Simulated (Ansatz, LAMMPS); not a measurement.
# Amorphous HfO2 at 7.65 g/cm^3 (78 atoms): geometry optimisation, part 4 of 4

How does amorphous HfO2 at 7.65 g/cm^3 (78 atoms) relax, and what do bonds, charges and levels look like afterwards?

Ansatz 0.2.0; Kohn-Sham DFT, PBE, PAW (set soft_2), plane waves.

The cell: 26 Hf and 52 O. The quench rate of 50 K/ps is many orders above laboratory rates. The network of bonds at the start is that of the classical potential that made the cell. Only the Γ point is sampled in the main run, in a cell whose shortest periodic width is 11 Å. The levels lack spin–orbit coupling.

So far. Step 4 (Relaxation): The relaxation changed the energy by -35.0 meV/atom, and atoms moved by 0.32 Å r.m.s., 1.7 Å at most. Step 7 (K-mesh 2×2×2): Forces differ from those of the single point at the relaxed geometry by 11 meV/Å r.m.s.; the energy by -1.2 meV/atom and the gap by -0.033 eV. It took 5.2 min and 11 cycles; the reference's time can't be set against it, since the two runs asked for unlike analyses.

**8. Functional HSE06**

HSE06 mixes in a quarter of exact exchange at short range, which counters self-interaction, at a higher cost.

This step: Kohn-Sham DFT, HSE06, PAW (set soft_2), plane waves (Ansatz 0.2.0).

File input.yaml:

```yaml
crystal:
  lattice:
    - [10.5908, 0.0, 0.0]
    - [0.0, 10.5908, 0.0]
    - [0.0, 0.0, 10.5908]
  atoms:
    [... the 78 atom lines of step 6 ...]
kpoints:
  mp_grid: { grid: [1, 1, 1] }
hamiltonian:
  xc: hse06
scf:
  occupations: { method: fermi_dirac, width: 0.025 }
output:
  forces: true
  stress: true
  populations: true
  dos:
    method: { smearing: { sigma: 0.08 } }
    de: 0.05
    projected: { site_lists: { Hf: [Hf], O: [O] } }
  eigenvalues: true
```

Started as:

```console
$ ansatz run input.yaml --threads 4 --pin off --max-ram 8192MiB --backend cpu --events-out ev --progress --plain --runs-dir out
```

Numbers of over 12 decimals in the logs are rounded to 6 here.

Output:

```text
Warning: output.stress: scf.convergence.dr2_threshold = 1e-7 eV (the SCF's general default) is looser than the 1.6e-9 eV advised for a printed stress (1e-10 eV for each atom of the cell: 78, of which 16 are counted). What an SCF threshold leaves in a stress goes as its square root, and in the free energy as the threshold itself, and one threshold admits the most on a small cell: [...]
Warning: output.stress: scf.exx.energy_threshold = 1e-6 eV is looser than the 1.6e-7 eV advised for a stress under a hybrid functional (1e-8 eV for each atom of the cell: 78, of which 16 are counted). Every SCF of the exchange loop can meet its threshold on dr2 while the loop round them stops early: [...]
exact exchange: scf.exx.singularity resolves to wigner_seitz, which cuts the screened interaction at the faces of the exchange supercell's Wigner-Seitz cell, so that each pair interacts once, at the shortest of its separations (the periodic images that this leaves out come, [...]
[...]
Crystal: 78 atoms, lattice volume = 1187.918 Å³
Basis set: ecut = 420 eV, 23127 PW (Γ), exchange–correlation on 144×144×144 points (8 copies of the dense FFT grid, shifted against one another)
Bands: 593, of which v1, the nominal top of the filled ones, is band 494 counted from 1 (493 counted from 0)
Symmetry: 1 space group operations
[...]
k-points: 1
[...]
SCF iter   1: F=—  HF=-438387.905062 eV  |F-HF|=—  |Δ(HF+E_count)|=         —  Δρ=3.76e-3  dr2=1.73e-1  ethr=1.77e-3  ⟨swp⟩=6.0  Hψ=2405  notcnv=0
[...]
SCF iter   5: F=-438387.923881 eV  HF=-438387.923815 eV  |F-HF|=6.62e-5  |Δ(HF+E_count)|=   9.75e-4  Δρ=1.78e-4  dr2=2.64e-4  ethr=2.54e-8  ⟨swp⟩=5.0  Hψ=2507  notcnv=0  defer=3
SCF 1 stopped early in 5 iterations: F = -438387.923881 eV  dr2 = 2.64e-4
[...]
Exchange kernel: α = 0.2500, screened, ω = 0.2079 Å⁻¹, Wigner–Seitz truncation, v(0) = 932.2962 eV·Å³, q-mesh 1×1×1, nearest image of the exchange supercell L = 10.59 Å, pair-density grid 54×54×54, without the augmentation charges, whose exchange is taken in its separable form (sized by the pseudopotential files, [...]
Frozen-core exchange: fock
SCF iter   1: F=—  HF=-438389.792990 eV  |F-HF|=—  |Δ(HF+E_count)|=         —  Δρ=1.05e-2  dr2=1.69e0  ethr=2.68e-7  ⟨swp⟩=8.0  Hψ=3214  notcnv=0
[...]
SCF iter   7: F=—  HF=-438388.657153 eV  |F-HF|=—  |Δ(HF+E_count)|=   5.61e-3  Δρ=2.39e-4  dr2=5.43e-4  ethr=4.37e-8  ⟨swp⟩=5.0  Hψ=1871  notcnv=0
SCF iter   8: F=-438388.656948 eV  HF=-438388.656976 eV  |F-HF|=2.74e-5  |Δ(HF+E_count)|=   1.78e-4  Δρ=5.60e-5  dr2=4.86e-5  ethr=4.37e-8  ⟨swp⟩=4.0  Hψ=1458  notcnv=0
SCF 2 stopped early in 8 iterations: F = -438388.656948 eV  dr2 = 4.86e-5
  Residual-converged pass: ⟨swp⟩=4.0  Hψ=1739  notcnv=0  max |occ|·‖R‖ = 5.7e-6 eV (tolerance 6.7e-6 eV)  dr2=4.99e-5  dr2_onsite=7.92e-6  max |Δocc| = 0.0e0
[...]
hybrid outer 1: dexx = +5.136e-1 eV, tail = 1.29e-2 eV
[...]
Frozen-core exchange: fock
SCF iter   1: F=—  HF=-438388.630799 eV  |F-HF|=—  |Δ(HF+E_count)|=         —  Δρ=1.26e-4  dr2=1.23e-4  ethr=6.54e-6  ⟨swp⟩=11.0  Hψ=1245  notcnv=0
[...]
SCF iter   8: F=—  HF=-438388.630920 eV  |F-HF|=—  |Δ(HF+E_count)|=   1.41e-7  Δρ=1.34e-6  dr2=1.64e-8  ethr=7.38e-12 (applied; sched 1.00e-12)  ⟨swp⟩=6.0  Hψ=1254  notcnv=0
SCF iter   9: F=-438388.630920 eV  HF=-438388.630920 eV  |F-HF|=4.07e-10  |Δ(HF+E_count)|=   4.66e-9  Δρ=2.70e-7  dr2=7.41e-10  ethr=1.34e-11 (applied; sched 1.00e-12)  ⟨swp⟩=2.0  Hψ=1088  notcnv=0
SCF 3 converged in 9 iterations: F = -438388.630920 eV  dr2 = 7.41e-10
[...]
hybrid outer 2: dexx = +6.459e-5 eV, tail = 1.69e-6 eV, Δε = 1.21e-2 eV (about 3.29e-4 eV left of the loop's levels), ΔF = 1.36e-2 eV/Å (tail 2.90e-3)
[...]
Frozen-core exchange: fock
SCF iter   1: F=—  HF=-438388.630912 eV  |F-HF|=—  |Δ(HF+E_count)|=         —  Δρ=3.16e-6  dr2=9.29e-8  ethr=8.53e-10  ⟨swp⟩=20.0  Hψ=1850  notcnv=2
[...]
SCF iter   2: F=-438388.630912 eV  HF=-438388.630912 eV  |F-HF|=4.60e-9  |Δ(HF+E_count)|=   1.78e-8  Δρ=1.07e-6  dr2=9.47e-9  ethr=2.01e-11 (applied; sched 8.35e-12)  ⟨swp⟩=4.0  Hψ=1630  notcnv=0
SCF 4 converged in 2 iterations: F = -438388.630912 eV  dr2 = 9.47e-9
[...]
hybrid SCF converged: 3 outer / 19 inner (+5 warm-up), last move |dexx| = 3.22e-8 eV, tail = 2.45e-8 eV
Stability not checked: this state was not tested for a lower state beside it, because the functional holds exact exchange (a hybrid, or Hartree-Fock), whose exchange loop this test does not read (fock_operator; see scf.lower_state_search)
Free energy (F): -438388.630912 eV
Frozen-core exchange: fock
[...]
Internal energy: -438388.630912 eV  (E = F + TS)
E sigma→0 (E₀):  -438388.630912 eV
Fermi energy:    10.782110 eV
[...]
Σ components = -438388.630912   (vs F -438388.630912, Δ=5.82e-11)
--- Forces (eV/Å), atoms counted from 1 ---
  atom   1  Hf    -0.01041456    -0.06147647     0.16588182
  atom   2  Hf     0.08149291     0.15500515    -0.00659130
  atom   3  Hf     0.07847483    -0.09093430     0.02228503
  atom   4  Hf    -0.02153211    -0.12581032     0.05779842
[...]
atom  78  O     -0.09120928     0.02728142     0.13635828
  max |Σ_I F_I| component: 2.78e-4 eV/Å
--- Stress (GPa, compression-positive) ---
       -8.124773      -1.247472      -0.429885
       -1.247472     -10.693159       0.447321
       -0.429886       0.447321      -9.250537
  P = ⅓ Tr σ = -9.3562 GPa (-93.562 kbar)
--- Band table (eV) ---
[...]
--- Löwdin populations: 78 sites ---
  site symbol       q [e]
     0     Hf     24.3967
     1     Hf     24.4209
     2     Hf     24.3871
[...]
77      O      6.7963
  spilling = 0.003065 (of n_electrons = 988.000000)
```

It took 9.2 min on 4 threads of Arm Neoverse V2, shared host; peak memory 5.1 GiB; 36 min of CPU time.

The program notes that the exchange threshold is loose for the stress and the SCF threshold is loose for the stress.

Geometry and reference: those of the single point at the relaxed geometry.

Forces differ from those of the single point at the relaxed geometry by 107 meV/Å r.m.s.; the pressure by -4.0 GPa and the gap by +1.5 eV. It took 9.2 min and 24 cycles; the reference's time can't be set against it, since the two runs asked for unlike analyses.

Numbers from this run:

```yaml
free_energy: -438388.6309 eV
free_energy_per_atom: -5620.3671 eV/atom
scf_cycles: 24
pressure: -9.356 GPa
r_m_s_force_component: 0.1116 eV/Å
longest_force: 0.4917 eV/Å
fermi_energy: 10.78 eV
spacing_of_highest_filled_and_lowest_empty_level: 5.223 eV
spilling_of_the_projection: 0.003065
```

Length of the force by element and coordination:

| element | coordination | atoms | mean length of the force (eV/Å) | spread | least | most |
| --- | --- | --- | --- | --- | --- | --- |
| Hf | all | 26 | 0.176 | 0.0743 | 0.0579 | 0.371 |
| Hf | 5 | 8 | 0.199 | 0.0748 | 0.106 | 0.314 |
| Hf | 6 | 16 | 0.173 | 0.0707 | 0.0839 | 0.371 |
| Hf | 7 | 2 | 0.108 | 0.0497 | 0.0579 | 0.157 |
| O | all | 52 | 0.181 | 0.0711 | 0.0601 | 0.492 |
| O | 2 | 9 | 0.223 | 0.125 | 0.101 | 0.492 |
| O | 3 | 40 | 0.171 | 0.0505 | 0.0601 | 0.268 |
| O | 4 | 3 | 0.193 | 0.0179 | 0.170 | 0.214 |

Löwdin charges by element and coordination (they lack the spilled electrons, 0.039 e an atom on average):

| element | coordination | atoms | mean charge (e) | spread | least | most |
| --- | --- | --- | --- | --- | --- | --- |
| Hf | all | 26 | 1.62 | 0.0284 | 1.56 | 1.68 |
| Hf | 5 | 8 | 1.61 | 0.0304 | 1.56 | 1.67 |
| Hf | 6 | 16 | 1.62 | 0.0279 | 1.58 | 1.68 |
| Hf | 7 | 2 | 1.63 | 0.0206 | 1.60 | 1.65 |
| O | all | 52 | -0.751 | 0.0297 | -0.800 | -0.671 |
| O | 2 | 9 | -0.712 | 0.0229 | -0.745 | -0.671 |
| O | 3 | 40 | -0.756 | 0.0236 | -0.797 | -0.708 |
| O | 4 | 3 | -0.786 | 0.0151 | -0.800 | -0.765 |

States in the cell by windows of 1 eV, zero at the Fermi level; the larger projections on atomic orbitals stand beside the total:

| from (eV) | to (eV) | total | O p | Hf d |
| --- | --- | --- | --- | --- |
| -10 | -8 | 0.0 | 0.0 | 0.0 |
| -8 | -7 | 24.5 | 17.5 | 4.8 |
| -7 | -6 | 63.8 | 46.7 | 14.0 |
| -6 | -5 | 65.3 | 51.3 | 11.1 |
| -5 | -4 | 71.8 | 62.1 | 7.0 |
| -4 | -3 | 71.0 | 65.3 | 3.8 |
| -3 | -2 | 15.6 | 14.7 | 0.5 |
| -2 | 2 | 0.0 | 0.0 | 0.0 |
| 2 | 3 | 4.7 | 0.3 | 2.8 |
| 3 | 4 | 36.7 | 3.2 | 30.0 |
| 4 | 5 | 58.4 | 6.3 | 45.5 |

Between -26 and -10 eV lie 468 more states.

The stored curve holds about 780 of the 988 electrons; the rest, give or take the few that broadening carries across the Fermi level, lie in deeper levels below its range.

The levels nearest the highest filled one (over half full), pooled over k-points and spins:

| level less the highest filled one (eV) | occupation |
| --- | --- |
| -0.320 | 2 |
| -0.257 | 2 |
| -0.230 | 2 |
| -0.188 | 2 |
| -0.112 | 2 |
| 0 | 2 |
| 5.22 | 0 |
| 5.53 | 0 |
| 5.61 | 0 |
| 5.72 | 0 |
| 5.84 | 0 |
| 5.93 | 0 |

**9. Functional r2SCAN (500 eV)**

The meta-GGA r2SCAN uses the kinetic energy density as well as the density and its gradient. Besides, the cutoff goes from 420 to 500 eV.

This step: Kohn-Sham DFT, r2SCAN, PAW (set soft_2), plane waves (Ansatz 0.2.0).

Changes to input.yaml since step 8:

```diff
@@ -10,3 +10,3 @@
 hamiltonian:
-  xc: hse06
+  xc: r2scan
 scf:
```

Output:

```text
[...]
Crystal: 78 atoms, lattice volume = 1187.918 Å³
Basis set: ecut = 500 eV, 30095 PW (Γ), exchange–correlation on 320×320×320 points (64 copies of the dense FFT grid, shifted against one another)
Bands: 593, of which v1, the nominal top of the filled ones, is band 494 counted from 1 (493 counted from 0)
Symmetry: 1 space group operations
[...]
k-points: 1
[...]
SCF iter   1: F=—  HF=-438765.331548 eV  |F-HF|=—  |Δ(HF+E_count)|=         —  Δρ=1.08e-2  dr2=1.39e0  dr2_τ=4.97e0  ethr=1.77e-3  ⟨swp⟩=6.0  Hψ=1854  notcnv=0  defer=72
[...]
SCF iter  10: F=—  HF=-438765.991919 eV  |F-HF|=—  |Δ(HF+E_count)|=   4.26e-7  Δρ=3.29e-6  dr2=1.80e-7  dr2_τ=1.23e-8  ethr=1.27e-10  ⟨swp⟩=2.0  Hψ=992  notcnv=0  defer=95
SCF iter  11: F=-438765.991919 eV  HF=-438765.991919 eV  |F-HF|=8.21e-9  |Δ(HF+E_count)|=   1.42e-7  Δρ=1.58e-6  dr2=4.03e-8  dr2_τ=2.37e-9  ethr=1.01e-11  ⟨swp⟩=11.0  Hψ=2571  notcnv=0
SCF 1 converged in 11 iterations: F = -438765.991919 eV  dr2 = 4.03e-8
[...]
SCF converged after 11 iterations
Free energy (F): -438765.991919 eV
[...]
Internal energy: -438765.991919 eV  (E = F + TS)
E sigma→0 (E₀):  -438765.991919 eV
Fermi energy:    10.938244 eV
[...]
Σ components = -438765.991919   (vs F -438765.991919, Δ=0.00e0)
--- Forces (eV/Å), atoms counted from 1 ---
  atom   1  Hf    -0.02632487    -0.03998996     0.12107892
  atom   2  Hf     0.02488227     0.08324648    -0.01459710
  atom   3  Hf     0.06525794    -0.06355147     0.02546442
  atom   4  Hf    -0.02637088    -0.05471359     0.04308957
[...]
atom  78  O     -0.03371565     0.06154140     0.07547757
  max |Σ_I F_I| component: 4.06e-5 eV/Å
--- Stress (GPa, compression-positive) ---
       -8.350826      -1.226347      -0.491346
       -1.226347     -10.852273       0.433388
       -0.491346       0.433388      -9.400606
  P = ⅓ Tr σ = -9.5346 GPa (-95.346 kbar)
--- Band table (eV) ---
[...]
--- Löwdin populations: 78 sites ---
  site symbol       q [e]
     0     Hf     24.4535
     1     Hf     24.4763
     2     Hf     24.4448
[...]
77      O      6.7711
  spilling = 0.002873 (of n_electrons = 988.000000)
```

Elapsed: 58 s, on 4 threads; peak memory 3.8 GiB.

Geometry and reference: those of the single point at the relaxed geometry.

Forces differ from those of the single point at the relaxed geometry by 72 meV/Å r.m.s.; the pressure by -4.2 GPa and the gap by +0.44 eV. It took 58 s and 11 cycles; the reference's time can't be set against it, since the two runs asked for unlike analyses.

**10. Functional PBEsol**

PBEsol restores the gradient expansion of exchange for slowly varying densities and usually gives shorter bonds in solids than PBE.

This step: Kohn-Sham DFT, PBEsol, PAW (set soft_2), plane waves (Ansatz 0.2.0).

Changes to input.yaml since step 9:

```diff
@@ -10,3 +10,3 @@
 hamiltonian:
-  xc: r2scan
+  xc: pbesol
 scf:
```

Output:

```text
[...]
Crystal: 78 atoms, lattice volume = 1187.918 Å³
Basis set: ecut = 420 eV, 23127 PW (Γ), exchange–correlation on 144×144×144 points (8 copies of the dense FFT grid, shifted against one another)
Bands: 593, of which v1, the nominal top of the filled ones, is band 494 counted from 1 (493 counted from 0)
Symmetry: 1 space group operations
[...]
k-points: 1
[...]
SCF iter   1: F=—  HF=-434836.560809 eV  |F-HF|=—  |Δ(HF+E_count)|=         —  Δρ=1.43e-2  dr2=2.11e0  ethr=1.77e-3  ⟨swp⟩=5.0  Hψ=1830  notcnv=0  defer=71
[...]
SCF iter  10: F=—  HF=-434836.094447 eV  |F-HF|=—  |Δ(HF+E_count)|=   3.75e-7  Δρ=5.30e-6  dr2=4.12e-7  ethr=2.20e-10  ⟨swp⟩=2.0  Hψ=888  notcnv=0  defer=95
SCF iter  11: F=-434836.094447 eV  HF=-434836.094447 eV  |F-HF|=8.68e-8  |Δ(HF+E_count)|=   4.88e-7  Δρ=1.84e-6  dr2=6.23e-8  ethr=1.01e-11  ⟨swp⟩=11.0  Hψ=2752  notcnv=0
SCF 1 converged in 11 iterations: F = -434836.094447 eV  dr2 = 6.23e-8
[...]
SCF converged after 11 iterations
Free energy (F): -434836.094447 eV
[...]
Internal energy: -434836.094447 eV  (E = F + TS)
E sigma→0 (E₀):  -434836.094447 eV
Fermi energy:    10.901619 eV
[...]
Σ components = -434836.094447   (vs F -434836.094447, Δ=0.00e0)
--- Forces (eV/Å), atoms counted from 1 ---
  atom   1  Hf    -0.03873331     0.01876908     0.04313090
  atom   2  Hf    -0.02262844     0.08821899     0.01737967
  atom   3  Hf     0.12521153    -0.14674863     0.01490728
  atom   4  Hf     0.01159653    -0.01908536     0.06046396
[...]
atom  78  O     -0.05403107     0.04120065     0.04344362
  max |Σ_I F_I| component: 1.59e-4 eV/Å
--- Stress (GPa, compression-positive) ---
       -8.952531      -1.133428      -0.462868
       -1.133428     -11.497248       0.425913
       -0.462868       0.425913     -10.139692
  P = ⅓ Tr σ = -10.1965 GPa (-101.965 kbar)
--- Band table (eV) ---
[...]
--- Löwdin populations: 78 sites ---
  site symbol       q [e]
     0     Hf     24.5791
     1     Hf     24.6020
     2     Hf     24.5717
[...]
77      O      6.7087
  spilling = 0.002837 (of n_electrons = 988.000000)
```

Elapsed: 29 s, on 4 threads; peak memory 2 GiB; 1.9 min of CPU time.

Geometry and reference: those of the single point at the relaxed geometry.

Forces differ from those of the single point at the relaxed geometry by 78 meV/Å r.m.s.; the pressure by -4.8 GPa and the gap by -0.086 eV.

**11. Cost against change**

Each row is set against the single point at the relaxed geometry (Kohn-Sham DFT, PBE, PAW (set soft_2), plane waves; r.m.s. force component 0.0133 eV/Å). Energies are set beside the reference only for runs with its functional, potentials and electron count. Times are for 4 threads of Arm Neoverse V2, shared host. The reference's time includes grids, which some other runs skip.

| run | Δ force, r.m.s. (meV/Å) | Δ energy (meV/atom) | Δ pressure (GPa) | Δ gap (eV) | cycles | time | host memory (GiB) |
| --- | --- | --- | --- | --- | --- | --- | --- |
| reference | - | - | - | - | 11 | 36 s | 2.0 |
| k-mesh 2×2×2 | 11.4 | -1.23 | 0.0061 | -0.0334 | 11 | 5.2 min | 6.3 |
| functional HSE06 | 107 | - | -3.98 | 1.49 | 24 | 9.2 min | 5.1 |
| functional r2SCAN (500 eV) | 71.6 | - | -4.16 | 0.439 | 11 | 58 s | 3.8 |
| functional PBEsol | 78.1 | - | -4.82 | -0.0863 | 11 | 29 s | 2.0 |

**12. Summary of results**

| Quantity | Value |
| --- | --- |
| energy change in the relaxation | -34.99 meV/atom |
| r.m.s. displacement | 0.315 Å |
| largest displacement | 1.711 Å |
| free energy per atom | -5620.3566 eV/atom |
| pressure | -5.377 GPa |
| r.m.s. force component | 0.01332 eV/Å |
| gap (highest filled to lowest empty level) | 3.735 eV |
| wall time of the 7 DFT runs | 23 min |

Relaxation lowers the energy by 35.0 meV/atom and moves atoms by 0.32 Å r.m.s.; the r.m.s. force component goes from 0.55 to 0.013 eV/Å. By the final cutoffs 2 of 150 bonded pairs parted and 2 joined. The energy was still falling by growing amounts at the end, so a soft direction may be left unrelaxed. First to last step the energy falls by 2.729 eV; the largest move, 1.71 Å, is that of O62. The O-Hf bonds go from 2.141 Å (spread 0.075) to 2.139 Å (spread 0.139). With the cutoffs above, 62 % of Hf atoms have 6 and 77 % of O atoms have 3 bonded neighbours. Filled and empty levels are parted by 3.73 eV (at Γ alone); a semilocal functional tends to put such gaps too low. In a disordered cell it changes from sample to sample, and tail or defect levels can set it.

Among the changes of functional, dispersion, potentials or spin set against this reference, functional HSE06 moves the forces most, by 107 meV/Å r.m.s. The gap changes by +1.49 eV with HSE06.

**Limits.** The starting topology of bonds comes from the classical model; in DFT 2 of its 150 bonded pairs passed out of the cutoffs and 2 came within them. The pressure of -5.4 GPa means that a free cell would contract at this level.

[Logs are printed without paths, hosts, clocks, repeated set-up lines and the standing remarks that a program may print on its own settings, such as how far it seeks lower states.]

[Hosts, paths, dates, database ids (printed as entryN), source tags and the programs' standing remarks are cut or masked in the printed files.]
